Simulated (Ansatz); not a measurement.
## Mo wire along [100], 12 atoms a period: bands along the axis

What gap, if any, does the Mo wire along [100], 12 atoms a period have, and how many channels would it open?

Calculated with Ansatz 0.2.0; DFT PBE, plane waves, PAW; relaxation of a wire's period; PAW set soft_1, in the first sound run; inputs show where later runs differ.

## Step 1: The structure

The cell holds 12 atoms: 12 Mo. Its edges and angles: a = 13.120 Å, b = 13.120 Å, c = 3.160 Å, α = 90.0°, β = 90.0°, γ = 90.0°. Vacuum lies along a and b. The structure's axis is c.

## Step 2: The relaxed wire

Band widths follow the bond lengths, so the wire is relaxed first. The atoms and the third cell vector are free; the box across stays fixed as vacuum. A Fermi-Dirac smearing is set since the result may be a metal. The pressure printed is a third of the stress's trace over the whole box, vacuum included; only the stress along the axis is relaxed.

File input.yaml:

```yaml
crystal:
  lattice:
    - [13.12, 0.0, 0.0]
    - [0.0, 13.12, 0.0]
    - [0.0, 0.0, 3.16]
  atoms:
    - { symbol: Mo, position: [0.379573171, 0.259146341, 0.0] }
    - { symbol: Mo, position: [0.379573171, 0.5, 0.0] }
    - { symbol: Mo, position: [0.379573171, 0.740853659, 0.0] }
    - { symbol: Mo, position: [0.620426829, 0.259146341, 0.0] }
    - { symbol: Mo, position: [0.620426829, 0.5, 0.0] }
    - { symbol: Mo, position: [0.620426829, 0.740853659, 0.0] }
    - { symbol: Mo, position: [0.259146341, 0.379573171, 0.5] }
    - { symbol: Mo, position: [0.259146341, 0.620426829, 0.5] }
    - { symbol: Mo, position: [0.5, 0.379573171, 0.5] }
    - { symbol: Mo, position: [0.5, 0.620426829, 0.5] }
    - { symbol: Mo, position: [0.740853659, 0.379573171, 0.5] }
    - { symbol: Mo, position: [0.740853659, 0.620426829, 0.5] }
kpoints:
  mp_grid: { grid: [1, 1, 26] }
scf:
  occupations: { method: fermi_dirac, width: 0.05 }
hamiltonian:
  xc: pbe
  pseudopotentials: { kind: paw, azcp: { folder: soft_1 } }
relax:
  cell: { fix: [a, b, alpha, beta, gamma] }
  max_steps: 45
  f_tol: 0.03
```

Run with:

```
> ansatz run input.yaml --threads 4 --pin off --max-ram 16384MiB --backend cpu --events-out ev --progress --plain --runs-dir out
```

Numbers of over 12 decimals in the logs are rounded to 6 here.

The log of the run:

```text
Engine: ansatz 0.2.0, aarch64-unknown-linux-gnu
Pseudopotentials: kind: paw
Pseudopotential: Mo, paw, valence charge 14, recommended cutoff 420 eV (normal), soft_1/Mo.paw.azcp
Functional definition: PBE
  parameter kappa = 0.804
  parameter beta = 0.066725
  exchange = pbe_x(kappa = kappa, mu = beta*pi^2/3)
  correlation = pbe_c(beta = beta)
Crystal: 12 atoms, lattice volume = 543.945 Å³
Basis set: ecut = 420 eV, 10659 PW (Γ), exchange–correlation on 180×180×48 points (8 copies of the dense FFT grid, shifted against one another)
Bands: 101, of which v1, the nominal top of the filled ones, is band 84 counted from 1 (83 counted from 0)
Symmetry: 16 space group operations
Space group: P42/mmc (ITA 131), of the structure as read, at distance tolerance 8.2e-5 Å
k-points: 14 of 26
Non-local potential: Mo, projectors of the file, l = 0: 3, l = 1: 2, l = 2: 2, l = 3: 1
PAW form: soft (Blöchl's): semilocal exchange-correlation on the pseudo side does not see the compensation charge
PAW one-centre angular grid: Mo, 590 points (default); XC on 64 Gauss nodes
Initial density: superposition of atomic densities (neutral atoms: chi_scale 0, normalization atom)
Initial wavefunctions: pseudopotential atomic-orbital guess
Functional: x = pbe(κ = 0.804, μ = 0.219515), c = pbe(β = 0.066725)
SCF iter   1: F=—  HF=-59467.302204 eV  |F-HF|=—  |Δ(HF+E_count)|=         —  Δρ=6.46e-2  dr2=9.86e1  ethr=3.10e-3  ⟨swp⟩=9.1  Hψ=5983  notcnv=0
preconditioner: auto → LDOS  [metal: Δε(μ)=0.007 eV  Ē_g=3.788 eV  σ=0.050 eV  W_gap=0.03  n_scr=94 (ndim 8)  ℏωp=13.5 eV  f_vac=0.469  D(μ)=19.55/eV (n_scr^D=162)  β→1.0]
SCF iter   2: F=—  HF=-59459.220384 eV  |F-HF|=—  |Δ(HF+E_count)|=    8.08e0  Δρ=5.09e-2  dr2=3.57e1  ethr=3.10e-3  ⟨swp⟩=4.6  Hψ=3986  notcnv=0  defer=9
SCF iter   3: F=—  HF=-59453.827102 eV  |F-HF|=—  |Δ(HF+E_count)|=    5.39e0  Δρ=1.09e-2  dr2=2.67e0  ethr=3.10e-3  ⟨swp⟩=3.6  Hψ=3707  notcnv=0
SCF iter   4: F=—  HF=-59453.442421 eV  |F-HF|=—  |Δ(HF+E_count)|=   3.85e-1  Δρ=3.63e-3  dr2=2.70e-1  ethr=1.59e-3  ⟨swp⟩=2.9  Hψ=2227  notcnv=0
SCF iter   5: F=—  HF=-59453.432440 eV  |F-HF|=—  |Δ(HF+E_count)|=   9.98e-3  Δρ=1.47e-3  dr2=3.63e-2  ethr=1.61e-4  ⟨swp⟩=3.1  Hψ=2209  notcnv=0
SCF iter   6: F=—  HF=-59453.433615 eV  |F-HF|=—  |Δ(HF+E_count)|=   1.18e-3  Δρ=6.67e-4  dr2=9.22e-3  ethr=2.16e-5  ⟨swp⟩=2.0  Hψ=2066  notcnv=0
SCF iter   7: F=—  HF=-59453.433561 eV  |F-HF|=—  |Δ(HF+E_count)|=   5.39e-5  Δρ=1.97e-4  dr2=6.94e-4  ethr=5.49e-6  ⟨swp⟩=2.1  Hψ=1925  notcnv=0
SCF iter   8: F=—  HF=-59453.433737 eV  |F-HF|=—  |Δ(HF+E_count)|=   1.76e-4  Δρ=1.15e-4  dr2=1.96e-4  ethr=4.13e-7  ⟨swp⟩=2.6  Hψ=2014  notcnv=0
SCF iter   9: F=—  HF=-59453.433724 eV  |F-HF|=—  |Δ(HF+E_count)|=   1.26e-5  Δρ=3.00e-5  dr2=1.02e-5  ethr=1.17e-7  ⟨swp⟩=2.1  Hψ=2024  notcnv=0
SCF iter  10: F=—  HF=-59453.433945 eV  |F-HF|=—  |Δ(HF+E_count)|=   2.21e-4  Δρ=1.11e-5  dr2=1.07e-6  ethr=6.10e-9  ⟨swp⟩=2.9  Hψ=2100  notcnv=0
SCF iter  11: F=—  HF=-59453.433946 eV  |F-HF|=—  |Δ(HF+E_count)|=   8.48e-7  Δρ=4.33e-6  dr2=1.49e-7  ethr=6.34e-10  ⟨swp⟩=2.6  Hψ=2308  notcnv=0
SCF iter  12: F=-59453.433946 eV  HF=-59453.433946 eV  |F-HF|=1.33e-8  |Δ(HF+E_count)|=   5.14e-8  Δρ=1.54e-6  dr2=3.52e-8  ethr=5.95e-11  ⟨swp⟩=5.2  Hψ=4789  notcnv=0
SCF 1 converged in 12 iterations: F = -59453.433946 eV  dr2 = 3.52e-8
  greatest PAW one-centre occupation: 0.999 electrons in one spin orbital (limit 2), on the Mo atom at site 9 (counted from 0), in its partial waves of l = 0
relax step   1: F+E_penalty+E_count = -59453.43394624 eV  Δ(F+E_penalty+E_count) = +0.000e0 eV  max|allowed force component| = 2.587e0 eV/Å  Δτ_max = 0.0000 Å  P = -7.992 GPa  Ω = 543.945 Å³  fix = [a, b, alpha, beta, gamma]  reactions: a -7.572, b -7.572 GPa  (12 SCF iters, dr2 threshold 1.00e-7 eV, accepted)
Crystal: 12 atoms, lattice volume = 523.659 Å³
Basis set: ecut = 420 eV, 10171 PW (Γ), exchange–correlation on 180×180×48 points (8 copies of the dense FFT grid, shifted against one another)
Initial density: handed on by an earlier stage of this run
Initial wavefunctions: those handed on with the density
iter 1 solved again at ethr=2.33e-3 eV; its pass at ethr=3.10e-3 eV (dr2=3.91e0 eV) is discarded
SCF iter   1: F=—  HF=-59456.189628 eV  |F-HF|=—  |Δ(HF+E_count)|=         —  Δρ=1.95e-2  dr2=4.14e0  ethr=2.33e-3  ⟨swp⟩=1.0  Hψ=8329  notcnv=0
preconditioner: auto → LDOS  [metal: Δε(μ)=0.010 eV  Ē_g=3.713 eV  σ=0.050 eV  W_gap=0.05  n_scr=86 (ndim 8)  ℏωp=13.8 eV  f_vac=0.514  D(μ)=10.69/eV (n_scr^D=48)  β→1.0]
SCF iter   2: F=—  HF=-59456.095570 eV  |F-HF|=—  |Δ(HF+E_count)|=   9.41e-2  Δρ=8.99e-3  dr2=2.66e0  ethr=2.33e-3  ⟨swp⟩=3.0  Hψ=3003  notcnv=0  defer=4
SCF iter   3: F=—  HF=-59455.912489 eV  |F-HF|=—  |Δ(HF+E_count)|=   1.83e-1  Δρ=2.31e-3  dr2=1.30e-1  ethr=1.58e-3  ⟨swp⟩=2.4  Hψ=2118  notcnv=0  defer=19
SCF iter   4: F=—  HF=-59455.905803 eV  |F-HF|=—  |Δ(HF+E_count)|=   6.69e-3  Δρ=6.73e-4  dr2=3.45e-3  ethr=7.74e-5  ⟨swp⟩=2.4  Hψ=2297  notcnv=0  defer=21
SCF iter   5: F=—  HF=-59455.906612 eV  |F-HF|=—  |Δ(HF+E_count)|=   8.09e-4  Δρ=2.41e-4  dr2=7.29e-4  ethr=2.05e-6  ⟨swp⟩=2.9  Hψ=2642  notcnv=0  defer=21
SCF iter   6: F=—  HF=-59455.906984 eV  |F-HF|=—  |Δ(HF+E_count)|=   3.72e-4  Δρ=9.33e-5  dr2=9.59e-5  ethr=4.34e-7  ⟨swp⟩=2.4  Hψ=2112  notcnv=0  defer=21
SCF iter   7: F=—  HF=-59455.907001 eV  |F-HF|=—  |Δ(HF+E_count)|=   1.70e-5  Δρ=2.12e-5  dr2=2.36e-6  ethr=5.71e-8  ⟨swp⟩=2.0  Hψ=1929  notcnv=0  defer=21
SCF iter   8: F=-59455.907006 eV  HF=-59455.907005 eV  |F-HF|=1.62e-7  |Δ(HF+E_count)|=   4.08e-6  Δρ=6.28e-6  dr2=2.48e-7  ethr=7.14e-10  ⟨swp⟩=5.5  Hψ=5351  notcnv=0
SCF 2 converged in 8 iterations: F = -59455.907006 eV  dr2 = 2.48e-7
relax step   2: F+E_penalty+E_count = -59455.90700566 eV  Δ(F+E_penalty+E_count) = -2.473e0 eV  max|allowed force component| = 9.037e-1 eV/Å  Δτ_max = 0.1949 Å  P = +2.637 GPa  Ω = 523.659 Å³  energy of the carried Pulay correction = +1.563e-3 eV  fix = [a, b, alpha, beta, gamma]  reactions: a +2.412, b +2.412 GPa  (8 SCF iters, dr2 threshold 1.20e-6 eV, accepted)
Crystal: 12 atoms, lattice volume = 528.724 Å³
Basis set: ecut = 420 eV, 10267 PW (Γ), exchange–correlation on 180×180×48 points (8 copies of the dense FFT grid, shifted against one another)
iter 1 solved again at ethr=4.64e-4 eV; its pass at ethr=3.10e-3 eV (dr2=7.79e-1 eV) is discarded
SCF iter   1: F=—  HF=-59456.183135 eV  |F-HF|=—  |Δ(HF+E_count)|=         —  Δρ=6.14e-3  dr2=7.48e-1  ethr=4.64e-4  ⟨swp⟩=1.9  Hψ=6733  notcnv=0
[...]
SCF iter   8: F=-59456.128982 eV  HF=-59456.128983 eV  |F-HF|=4.74e-7  |Δ(HF+E_count)|=   5.72e-7  Δρ=4.62e-6  dr2=6.88e-7  ethr=7.14e-10  ⟨swp⟩=5.0  Hψ=5115  notcnv=0
SCF 3 converged in 8 iterations: F = -59456.128982 eV  dr2 = 6.88e-7
relax step   3: F+E_penalty+E_count = -59456.12898247 eV  Δ(F+E_penalty+E_count) = -2.220e-1 eV  max|allowed force component| = 4.069e-1 eV/Å  Δτ_max = 0.0504 Å  P = -0.602 GPa  Ω = 528.724 Å³  energy of the carried Pulay correction = +1.167e-3 eV  fix = [a, b, alpha, beta, gamma]  reactions: a -0.574, b -0.574 GPa  (8 SCF iters, dr2 threshold 1.20e-6 eV, accepted)
[...]
relax step   4: F+E_penalty+E_count = -59456.20972626 eV  Δ(F+E_penalty+E_count) = -8.074e-2 eV  max|allowed force component| = 2.922e-1 eV/Å  Δτ_max = 0.0231 Å  P = -0.281 GPa  Ω = 527.991 Å³  energy of the carried Pulay correction = +1.224e-3 eV  fix = [a, b, alpha, beta, gamma]  reactions: a -0.287, b -0.287 GPa  (7 SCF iters, dr2 threshold 1.20e-6 eV, accepted)
[...]
relax step   5: F+E_penalty+E_count = -59456.28356680 eV  Δ(F+E_penalty+E_count) = -7.384e-2 eV  max|allowed force component| = 1.962e-1 eV/Å  Δτ_max = 0.0611 Å  P = +0.579 GPa  Ω = 527.054 Å³  energy of the carried Pulay correction = +1.297e-3 eV  fix = [a, b, alpha, beta, gamma]  reactions: a +0.550, b +0.550 GPa  (8 SCF iters, dr2 threshold 1.20e-6 eV, accepted)
[...]
relax step   6: F+E_penalty+E_count = -59456.28986262 eV  Δ(F+E_penalty+E_count) = -6.296e-3 eV  max|allowed force component| = 1.599e-1 eV/Å  Δτ_max = 0.0242 Å  P = -0.139 GPa  Ω = 526.051 Å³  energy of the carried Pulay correction = +1.376e-3 eV  fix = [a, b, alpha, beta, gamma]  reactions: a -0.333, b -0.333 GPa  (7 SCF iters, dr2 threshold 1.20e-6 eV, accepted)
[...]
relax step   7: F+E_penalty+E_count = -59456.29226866 eV  Δ(F+E_penalty+E_count) = -2.406e-3 eV  max|allowed force component| = 5.792e-2 eV/Å  Δτ_max = 0.0164 Å  P = -0.214 GPa  Ω = 528.629 Å³  energy of the carried Pulay correction = +1.175e-3 eV  fix = [a, b, alpha, beta, gamma]  reactions: a -0.146, b -0.146 GPa  (7 SCF iters, dr2 threshold 1.20e-6 eV, accepted)
[...]
relax step   8: F+E_penalty+E_count = -59456.29530006 eV  Δ(F+E_penalty+E_count) = -3.031e-3 eV  max|allowed force component| = 4.639e-3 eV/Å  Δτ_max = 0.0095 Å  P = -0.089 GPa  Ω = 527.371 Å³  energy of the carried Pulay correction = +1.273e-3 eV  fix = [a, b, alpha, beta, gamma]  reactions: a -0.141, b -0.141 GPa  (6 SCF iters, dr2 threshold 3.08e-7 eV, accepted)
Initial wavefunctions: pseudopotential atomic-orbital guess (no wavefunctions were taken with the density)
iter 1 solved again at ethr=3.95e-7 eV; its pass at ethr=3.10e-3 eV (dr2=6.63e-4 eV) is discarded
SCF iter   1: F=—  HF=-59456.293714 eV  |F-HF|=—  |Δ(HF+E_count)|=         —  Δρ=4.59e-5  dr2=1.89e-6  ethr=3.95e-7  ⟨swp⟩=4.4  Hψ=10197  notcnv=0
preconditioner: auto → LDOS  [metal: Δε(μ)=0.012 eV  Ē_g=3.544 eV  σ=0.050 eV  W_gap=0.06  n_scr=86 (ndim 8)  ℏωp=13.7 eV  f_vac=0.502  D(μ)=16.68/eV (n_scr^D=110)  β→1.0]
SCF iter   2: F=—  HF=-59456.293776 eV  |F-HF|=—  |Δ(HF+E_count)|=   6.16e-5  Δρ=8.38e-6  dr2=2.86e-7  ethr=1.13e-9  ⟨swp⟩=3.1  Hψ=3094  notcnv=0
SCF iter   3: F=—  HF=-59456.293776 eV  |F-HF|=—  |Δ(HF+E_count)|=   4.65e-8  Δρ=2.73e-6  dr2=6.42e-8  ethr=1.70e-10  ⟨swp⟩=2.0  Hψ=2616  notcnv=0
SCF iter   4: F=—  HF=-59456.293776 eV  |F-HF|=—  |Δ(HF+E_count)|=   1.65e-9  Δρ=8.16e-7  dr2=8.87e-9  ethr=3.82e-11  ⟨swp⟩=3.7  Hψ=3091  notcnv=0
SCF iter   5: F=—  HF=-59456.293776 eV  |F-HF|=—  |Δ(HF+E_count)|=   1.72e-9  Δρ=3.32e-7  dr2=1.97e-9  ethr=5.28e-12  ⟨swp⟩=2.5  Hψ=2428  notcnv=0
SCF iter   6: F=—  HF=-59456.293776 eV  |F-HF|=—  |Δ(HF+E_count)|=   1.11e-9  Δρ=1.96e-7  dr2=7.10e-10  ethr=1.17e-12  ⟨swp⟩=2.4  Hψ=1956  notcnv=0
SCF iter   7: F=-59456.293776 eV  HF=-59456.293776 eV  |F-HF|=7.28e-11  |Δ(HF+E_count)|=  1.16e-10  Δρ=5.55e-8  dr2=9.85e-11  ethr=1.00e-12  ⟨swp⟩=4.1  Hψ=5284  notcnv=0
SCF 9 converged in 7 iterations: F = -59456.293776 eV  dr2 = 9.85e-11
relax step   9: F+E_penalty+E_count = -59456.29377565 eV  Δ(F+E_penalty+E_count) = +1.524e-3 eV  max|allowed force component| = 4.721e-3 eV/Å  Δτ_max = 0.0000 Å  P = -0.086 GPa  Ω = 527.371 Å³  fix = [a, b, alpha, beta, gamma]  reactions: a -0.137, b -0.137 GPa  stress off target by 1.68e-2 GPa on what of the cell is left free  SCF on the basis re-selected at this cell (its energy is not comparable with the rows above)  (7 SCF iters)
basis re-selected at this cell: Δ(F+E_penalty+E_count) = +1.524e-3 eV, ΔP = +0.003 GPa vs the last step (what re-selecting the basis moved, of the pressure what is left beyond the Pulay correction that the steps carried, after the strain that the cell walked since its last selection, with what the two solves' SCF thresholds leave and, on support functions, any second-order correction that the steps lacked; it is no m [...]
SCF converged after 7 iterations
Free energy (F): -59456.293776 eV
Harris-Foulkes:  -59456.293776 eV  (|F-HF|=7.28e-11)
Internal energy: -59456.159664 eV  (E = F + TS)
E sigma→0 (E₀):  -59456.226720 eV
Entropy (-TS):   -0.134112 eV (-11.176 meV/atom)
Fermi energy:    5.266004 eV
--- Per-component energies (eV) ---
  E_band       = -3294.095082
  E_kinetic    = 5066.691338
  E_local      = -70677.938805  (includes V_loc(G=0)·N_el)
  E_nonlocal   = 1803.730983
  E_hartree    = 32530.499517
  E_xc         = -2100.705801
  E_vxc        = -2617.082614  (∫ρ·V_xc dr)
  E_paw        = -38550.698754  (= ΣΔE_a)
  E_vpaw       = -1930.492839  (= ΣTr[D̂ρ^β])
  E_aug_tail   = 0.000612  (compensation charges beyond the density's cutoff)
  E_ewald      = 12472.261246
  E_smearing   = -0.134112  (= −TS)
  E_closure    = 0.000000  (closes the sum)
  Σ components = -59456.293776   (vs F -59456.293776, Δ=0.00e0)
--- Forces (eV/Å), atoms counted from 1 ---
  atom   1  Mo     0.00254677     0.00080126     0.00000000
  atom   2  Mo    -0.00472078     0.00000000     0.00000000
  atom   3  Mo     0.00254677    -0.00080126     0.00000000
  atom   4  Mo    -0.00254677     0.00080126     0.00000000
  atom   5  Mo     0.00472078     0.00000000     0.00000000
  atom   6  Mo    -0.00254677    -0.00080126     0.00000000
  atom   7  Mo     0.00080126     0.00254677     0.00000000
  atom   8  Mo     0.00080126    -0.00254677     0.00000000
  atom   9  Mo    -0.00000000    -0.00472078     0.00000000
  atom  10  Mo    -0.00000000     0.00472078     0.00000000
  atom  11  Mo    -0.00080126     0.00254677     0.00000000
  atom  12  Mo    -0.00080126    -0.00254677     0.00000000
  max |Σ_I F_I| component: 5.42e-19 eV/Å
--- Stress (GPa, compression-positive) ---
       -0.137249       0.000000       0.000000
        0.000000      -0.137249       0.000000
        0.000000       0.000000       0.016755
  P = ⅓ Tr σ = -0.0859 GPa (-0.859 kbar)
--- Relaxed structure (8 steps of the walk, 8 accepted, 1 SCFs on fresh bases) ---
  F+E_penalty+E_count = -59456.29377565 eV   max|allowed force component| = 4.721e-3 eV/Å   (the final SCF, on the basis selected at the relaxed cell)
  cell:  # Å, volume = 527.3711 Å³
    - [13.12, 0.0, 0.0]
    - [0.0, 13.12, 0.0]
    - [0.0, 0.0, 3.063717]
  atoms:
    - { symbol: Mo, position: [0.370936, 0.270566, 0.0] }
    - { symbol: Mo, position: [0.377757, 0.5, 0.0] }
    - { symbol: Mo, position: [0.370936, 0.729434, 0.0] }
    - { symbol: Mo, position: [0.629064, 0.270566, 0.0] }
    - { symbol: Mo, position: [0.622243, 0.5, 0.0] }
    - { symbol: Mo, position: [0.629064, 0.729434, 0.0] }
    - { symbol: Mo, position: [0.270566, 0.370936, 0.5] }
    - { symbol: Mo, position: [0.270566, 0.629064, 0.5] }
    - { symbol: Mo, position: [0.5, 0.377757, 0.5] }
    - { symbol: Mo, position: [0.5, 0.622243, 0.5] }
    - { symbol: Mo, position: [0.729434, 0.370936, 0.5] }
    - { symbol: Mo, position: [0.729434, 0.629064, 0.5] }
```

Run time: 1.7 min. Hardware: 4 threads of Arm Neoverse V2, shared host; peak memory 1.7 GiB.

(Continued in part 2 of 2.)

[Logs are printed without paths, hosts, clocks, repeated set-up lines and the standing remarks that a program may print on its own settings, such as how far it seeks lower states.]

[Hosts, paths, dates, database ids (printed as entryN), source tags and the programs' standing remarks are cut or masked in the printed files.]
